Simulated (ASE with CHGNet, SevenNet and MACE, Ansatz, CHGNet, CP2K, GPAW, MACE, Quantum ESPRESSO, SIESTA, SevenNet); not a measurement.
## Machine-learned potentials on random packing of Al88Ni5Y8 (at. %) (105 atoms): settings against a plane-wave reference

Wanted: machine-learned potentials inputs and outputs for random packing of Al88Ni5Y8 (at. %) (105 atoms), checked against a plane-wave reference.

Calculated with ASE with CHGNet, SevenNet and MACE; the method is named at each step.

## Step 1: The structure

The cell holds 105 atoms: 92 Al, 5 Ni and 8 Y. Its edges and angles: a = 12.476 Å, b = 12.476 Å, c = 12.476 Å, α = 90.0°, β = 90.0°, γ = 90.0°. 105 atoms (92 Al, 5 Ni, 8 Y) packed at random in a cube at 2.98 g/cm³ and pushed apart as soft spheres; a start for melting by ab initio MD, not an equilibrated structure. Then every atom was moved at random, 0.03 Å r.m.s. a Cartesian component.

The yardstick, on the same geometry:

* method: Kohn-Sham DFT, PBE, SSSP efficiency 1.3.0 pseudopotentials, plane waves (Quantum ESPRESSO 7.5); sssp-pbe-1.3.0-efficiency, cutoffs 60/480 Ry, Γ point
* r.m.s. force component: 1.362 eV/Å
* longest force: 5.332 eV/Å
* pressure: 15.55 GPa
* time: 26 min on 4 MPI ranks of Arm Neoverse V1, shared host
* CPU time: 1.7 h

## Step 2: CHGNet r2SCAN potential

Method: machine-learned interatomic potential CHGNet r2SCAN, trained on r2SCAN plane-wave data.

Input file run.py:

```python
import numpy as np
from ase.io import read
import mlip  # loads the published weights by name

atoms = read("structure.xyz")
atoms.calc = mlip.calc("chgnet-r2scan")
energy = atoms.get_potential_energy()
forces = atoms.get_forces()
print(f"energy {energy:.6f} eV")
print("forces (eV/A)")
for i, (a, f) in enumerate(zip(atoms, forces)):
    print(f"{i:4d} {a.symbol:2s} {f[0]:10.5f} {f[1]:10.5f} {f[2]:10.5f}")
stress = -atoms.get_stress(voigt=False) * 160.21766
print("stress (GPa, compression positive)")
for row in stress:
    print(" ".join(f"{x:10.4f}" for x in row))
```

Input file structure.xyz:

```xyz
105
Lattice="12.47570 0.00000 0.00000 0.00000 12.47570 0.00000 0.00000 0.00000 12.47570" Properties=species:S:1:pos:R:3 pbc="T T T"
Al 8.83142 9.64721 4.92853
Al 3.27200 6.52092 1.43545
Al 5.98260 6.07454 5.48494
Al 8.92749 11.28801 9.32858
Al 9.12049 1.74298 6.78304
Al 8.96566 9.15242 12.00499
Al 3.50293 9.19734 1.56021
Al 11.06432 4.41889 7.24352
Al 2.11476 3.91937 7.85458
Al 1.83879 8.87471 3.42196
Al 7.25050 6.44507 1.79201
Al 4.59218 4.11785 2.63836
Al 2.22180 8.65140 10.15035
Al 8.10209 1.34775 8.97452
Al 2.22566 0.52273 2.47181
Al 11.81050 9.93428 7.10404
Al 10.11991 6.49510 8.71315
Al 9.45446 4.59293 10.84276
Al 0.31476 8.62058 8.72575
Al 5.62168 10.23731 0.16131
Al 6.39454 12.11964 1.42061
Al 2.09754 11.13968 10.79198
Al 6.65753 1.86549 7.20347
Al 11.77818 0.26386 2.51822
Al 7.92020 6.00780 7.52372
Al 6.31532 9.21405 8.10958
Al 6.20417 12.07897 6.62460
Al 0.58823 5.60009 6.96381
Al 3.41647 1.09449 7.16068
Al 0.58224 2.03404 11.20480
Al 5.24129 1.32542 0.31763
Al 6.64106 3.83678 1.44244
Al 1.09362 6.59141 3.88631
Al 9.99566 4.53454 5.05727
Al 4.01031 8.64840 8.11869
Al 0.33160 0.36317 0.49703
Al 7.77860 8.39789 10.14025
Al 11.17798 1.92899 5.61681
Al 11.56734 3.59936 10.25415
Al 3.81919 12.00000 0.64013
Al 3.04045 3.10595 11.31696
Al 8.12467 1.14976 1.74772
Al 4.29139 2.51398 8.74447
Al 0.91921 8.77366 0.25401
Al 2.36315 4.87488 2.85519
Al 6.26530 2.20895 10.15522
Al 5.10593 4.63310 9.54478
Al 5.21384 0.16668 10.08186
Al 6.43771 10.59811 10.28197
Al 1.14552 8.26291 5.53472
Al 9.93764 2.76374 8.64816
Al 12.31876 7.10828 1.86387
Al 7.59633 7.63301 4.73465
Al 7.86493 4.72380 3.29783
Al 1.47725 1.48561 8.57767
Al 0.84997 5.16831 10.10644
[... 45 atom lines left out ...]
Y 9.04576 12.27908 4.74364
Y 11.10075 7.93242 4.11137
Y 3.82318 0.60707 4.54615
Y 2.98094 6.19119 8.97901
```

Command:

```sh
OMP_NUM_THREADS=1 python run.py > output.txt
```

The program printed:

```text
CHGNet vr2scan initialized with 412,525 parameters
CHGNet will run on cpu
energy -812.217407 eV
forces (eV/A)
   0 Al    0.74222    0.14348    0.45277
   1 Al    0.26218    0.94385    0.82994
   2 Al   -1.11819   -1.86951    1.36461
   3 Al   -4.28288   -1.20025    0.36140
   4 Al   -0.98521    0.64111   -2.04923
   5 Al   -0.63786    0.68834    0.53452
   6 Al   -1.99464   -0.48826   -3.26627
   7 Al   -0.40924   -0.91590    0.96974
   8 Al    1.67195   -0.35912    1.33772
   9 Al    0.33135    1.37598   -1.68464
  10 Al   -0.30958    1.73931   -1.02539
  11 Al    0.15296    1.13073   -1.69144
  12 Al    1.26130    0.56133    0.78934
  13 Al    0.10243   -2.67044    1.76006
  14 Al   -1.43552   -1.03078   -1.16904
  15 Al   -0.84766   -1.93432   -2.45179
  16 Al    0.49760    0.43775    0.32841
  17 Al   -2.03102    0.47563    0.00251
  18 Al   -0.13390   -2.08750   -0.07266
  19 Al   -0.02292   -1.44733    0.07973
  20 Al    0.66719   -2.09407   -0.44985
  21 Al    1.75854    1.48714    0.21967
  22 Al   -2.21210    1.70040   -0.56977
  23 Al   -1.42803   -1.78071    2.33069
[...]
97 Y     0.03436   -1.94415    2.41017
  98 Y     2.69820    1.19948   -2.71472
  99 Y     1.11855    0.38131   -0.18474
 100 Y    -1.44015    2.75464    0.94614
 101 Y    -0.27438    0.04974   -1.27352
 102 Y    -1.30658    1.33335    1.58507
 103 Y    -0.32938   -0.82095    2.68206
 104 Y     0.79347    0.79946    0.24627
stress (GPa, compression positive)
   10.2369     2.2776     2.2886
    2.2776    11.5084    -0.8435
    2.2886    -0.8435    10.9820
```

Run time: 4.4 s. Hardware: 1 thread of Arm Neoverse V1, shared host; peak memory 1 GiB.

Banners, paths, timers and routine set-up lines are dropped from the logs unmarked, and long logs keep their key lines alone; longer cuts are marked.

Compared with the plane-wave run:

```yaml
r_m_s_force_component: 1.322 eV/Å
r_m_s_difference_of_force_components: 279.9 meV/Å
longest_difference_of_force_vectors: 1211 meV/Å
force_difference_over_r_m_s_force: 20.55 %
slope_of_forces_against_the_reference_s: 0.95
correlation_of_force_components: 0.9787
pressure: 10.91 GPa
pressure_difference: -4.639 GPa
```

Length of the force difference by element (eV/Å):

| element | atoms | mean | most |
| --- | --- | --- | --- |
| Al | 92 | 0.42 | 0.93 |
| Ni | 5 | 0.53 | 0.76 |
| Y | 8 | 0.68 | 1.2 |

Local excerpt of 9 atoms (numbers count through the whole input) about Al8, picked at random; x, y, z are measured from there.

| atom | x | y | z | distance (Å) | bonds | Fx | Fy | Fz (eV/Å) |
| --- | --- | --- | --- | --- | --- | --- | --- | --- |
| Al8 | 0.00 | 0.00 | 0.00 | 0.00 | 3 | -0.41 | -0.92 | 0.97 |
| Al28 | 2.00 | 1.18 | -0.28 | 2.34 | 4 | 0.20 | 2.80 | 0.03 |
| Al34 | -1.07 | 0.12 | -2.19 | 2.44 | 3 | 0.69 | 0.93 | -1.40 |
| Al51 | -1.13 | -1.66 | 1.40 | 2.45 | 6 | 2.72 | 0.53 | 1.25 |
| Al17 | -0.94 | 2.08 | 1.47 | 2.71 | 3 | 0.50 | 0.44 | 0.33 |
| Al38 | 0.11 | -2.49 | -1.63 | 2.98 | 4 | 0.13 | -1.15 | 1.93 |
| Al63 | 2.31 | -1.91 | -0.73 | 3.09 | 5 | -0.77 | -1.61 | -1.86 |
| Al39 | 0.50 | -0.82 | 3.01 | 3.16 | 4 | -0.60 | -0.45 | -0.23 |
| Al5 | -1.94 | -2.68 | -0.46 | 3.34 | 7 | -0.99 | 0.64 | -2.05 |

Atoms are counted from 1 here, from 0 in the log.

Forces lie 21 % from the reference's, at 7.1e-4 times its CPU time (on 1 against 4 cores).

## Step 3: SevenNet l3i5 potential

Method: machine-learned interatomic potential SevenNet l3i5, trained on PBE(+U) plane-wave data.

run.py: that of step 2 with these lines changed.

```diff
@@ -5,3 +5,3 @@
 atoms = read("structure.xyz")
-atoms.calc = mlip.calc("chgnet-r2scan")
+atoms.calc = mlip.calc("7net-l3i5")
 energy = atoms.get_potential_energy()
```

structure.xyz is that of step 2.

The program printed:

```text
energy -362.777466 eV
forces (eV/A)
   0 Al    0.11693    0.29224    0.56987
   1 Al    0.39133    1.03510    0.31428
   2 Al   -1.03549   -2.07221    1.42101
   3 Al   -4.90752   -1.11947    0.28722
   4 Al   -0.67856    0.42906   -1.98514
   5 Al   -0.64809    0.07293    0.48626
   6 Al   -1.93887   -0.61168   -3.99148
   7 Al   -0.47331   -0.52361    0.74984
   8 Al    1.52483   -0.31963    1.47535
   9 Al    0.27493    1.54687   -1.73589
  10 Al   -0.08025    1.99812   -1.07418
  11 Al    0.58603    0.82109   -1.83928
  12 Al    1.26544    0.67577    0.94973
  13 Al    0.52609   -3.10681    1.90622
  14 Al   -1.75105   -0.87916   -1.37054
  15 Al   -0.69898   -2.85529   -2.37996
  16 Al    0.76174    0.32346    0.67010
  17 Al   -1.87329    0.62808    0.11464
  18 Al   -0.48675   -2.27421    0.01304
  19 Al   -0.24628   -1.59354   -0.02636
  20 Al    0.43506   -2.23666   -0.31098
  21 Al    1.93360    1.18573    0.25217
  22 Al   -2.68284    1.14841   -0.36017
  23 Al   -1.65223   -1.86312    2.33524
[...]
97 Y     0.14687   -1.63731    2.89155
  98 Y     2.91225    0.98189   -2.87983
  99 Y     1.68545   -0.03352   -0.06452
 100 Y    -1.19232    3.16407    0.92712
 101 Y    -0.38898    0.20348   -1.47397
 102 Y    -1.32506    1.41727    2.17696
 103 Y    -0.52609   -0.97923    2.81304
 104 Y     0.59164    1.28478    0.60342
stress (GPa, compression positive)
   14.6238     2.2726     2.3832
    2.2726    16.4508    -0.8180
    2.3832    -0.8180    15.9740
```

Wall time 11 s (1 thread); peak memory 1.4 GiB.

Against the reference:

```
r.m.s. force component                  : 1.427 eV/Å
r.m.s. difference of force components   : 249 meV/Å
longest difference of force vectors     : 990.1 meV/Å
force difference over r.m.s. force      : 18.28 %
slope of forces against the reference's : 1.032
correlation of force components         : 0.9851
pressure                                : 15.68 GPa
pressure difference                     : 0.1352 GPa
```

Against the first run (21 %), the force difference from the reference is 18 %, at 2.5 times the CPU time.

## Step 4: MACE MP-0b3 medium potential

Method: machine-learned interatomic potential MACE MP-0b3 medium, trained on PBE(+U) plane-wave data.

run.py: that of step 3 with these lines changed.

```diff
@@ -5,3 +5,3 @@
 atoms = read("structure.xyz")
-atoms.calc = mlip.calc("7net-l3i5")
+atoms.calc = mlip.calc("mace-mp-0b3-medium")
 energy = atoms.get_potential_energy()
```

structure.xyz is that of step 3.

The program printed:

```text
energy -366.421667 eV
forces (eV/A)
   0 Al    0.40354    0.28421    0.59079
   1 Al    0.38899    1.12372    0.51347
   2 Al   -1.25438   -1.94255    1.41793
   3 Al   -5.05257   -1.39564    0.65801
   4 Al   -1.01563    0.35960   -2.38972
   5 Al   -0.93354    0.76726    0.46273
   6 Al   -1.98561   -0.48689   -3.71798
   7 Al   -0.48723   -0.55930    0.87168
   8 Al    1.65826   -0.20088    1.57601
   9 Al    0.45992    1.48574   -1.87498
  10 Al   -0.05648    2.05622   -1.16191
  11 Al    0.61779    1.03840   -2.08398
  12 Al    1.46857    0.45331    0.82113
  13 Al   -0.02521   -3.22142    2.11641
  14 Al   -1.64142   -0.95008   -1.21514
  15 Al   -1.00735   -2.41200   -2.71808
  16 Al    0.89564    0.32989    0.53656
  17 Al   -2.26304    0.68704    0.39667
  18 Al   -0.04642   -2.54105   -0.17285
  19 Al   -0.17317   -1.71393   -0.03012
  20 Al    0.71809   -2.49944   -0.44810
  21 Al    1.99752    1.39384    0.29702
  22 Al   -2.72948    1.49129   -0.52269
  23 Al   -1.93823   -1.51231    2.62868
[...]
97 Y     0.06969   -1.68491    3.20799
  98 Y     2.99274    0.83029   -2.84002
  99 Y     1.91006    0.45881   -0.10483
 100 Y    -1.48705    2.48843    0.89721
 101 Y    -0.27743    0.34074   -1.55406
 102 Y    -1.29149    1.47111    1.96417
 103 Y    -0.28071   -0.90283    2.89269
 104 Y     0.92707    1.46575    0.69846
stress (GPa, compression positive)
   15.2046     2.4130     2.6138
    2.4130    16.8564    -1.0691
    2.6138    -1.0691    16.4322
```

Run time: 9 s. Hardware: 1 thread; peak memory 1 GiB.

Compared with the plane-wave run:

* r.m.s. force component: 1.496 eV/Å
* r.m.s. difference of force components: 259.3 meV/Å
* longest difference of force vectors: 1060 meV/Å
* force difference over r.m.s. force: 19.04 %
* slope of forces against the reference's: 1.085
* correlation of force components: 0.9879
* pressure: 16.16 GPa
* pressure difference: 0.6167 GPa

Against the first run (21 %), the force difference from the reference is 19 %, at 2.0 times the CPU time.

## Step 5: All runs compared

Differences are against the plane-wave reference, forces as r.m.s. over components; share is that over the reference's r.m.s. force, slope the least-squares factor from reference forces to these. Total energies of different programs have different zeros and aren't compared.

| run | Δ force, r.m.s. (meV/Å) | share (%) | slope | Δ pressure (GPa) | cores | CPU time | memory (GiB) |
| --- | --- | --- | --- | --- | --- | --- | --- |
| reference | - | - | - | - | 4 | 1.7 h | 11 |
| CHGNet r2SCAN potential | 280 | 20.5 | 0.950 | -4.64 | 1 | 4.4 s | 1.0 |
| SevenNet l3i5 potential | 249 | 18.3 | 1.032 | 0.135 | 1 | 11 s | 1.4 |
| MACE MP-0b3 medium potential | 259 | 19.0 | 1.085 | 0.617 | 1 | 9 s | 1.0 |

Times of the machine-learned potentials are mostly Python's start and the loading of weights.

CPU time is summed over cores on a shared host, where runs went side by side, so it is rough. Symmetry, cutoffs, thresholds, outputs and thread counts weren't matched or tuned between programs; memory under MPI is the largest rank's times the ranks.

## Step 6: Results

| Property | Result |
| --- | --- |
| nearest in forces | SevenNet l3i5 potential, 18 % |
| its CPU time | 11 s |

Machine-learned potentials differ by 18 % (SevenNet l3i5 potential) to 21 % (CHGNet r2SCAN potential); they were trained on other programs' data, some at another functional. The reference's pressure holds the uncorrected Pulay stress of its 60 Ry basis, so small pressure differences, and their order, may be the reference's own error. Machine-learned potentials mimic data converged in k, so the reference's own k-point error enters their differences. The reference's pressure of 16 GPa belongs to a cell and atoms that aren't relaxed at this level. The electronic-structure runs sample only Γ, in a cell whose shortest periodic width is 12 Å, which is coarse for a cell with partly filled levels.

[Also dropped from logs without a mark: logging warnings of Python, and SIESTA's first energy breakdown and zero terms.]

[Logs are printed without paths, hosts, clocks, repeated set-up lines and the standing remarks that a program may print on its own settings, such as how far it seeks lower states.]

[Hosts, paths, dates, database ids (printed as entryN), source tags and the programs' standing remarks are cut or masked in the printed files.]
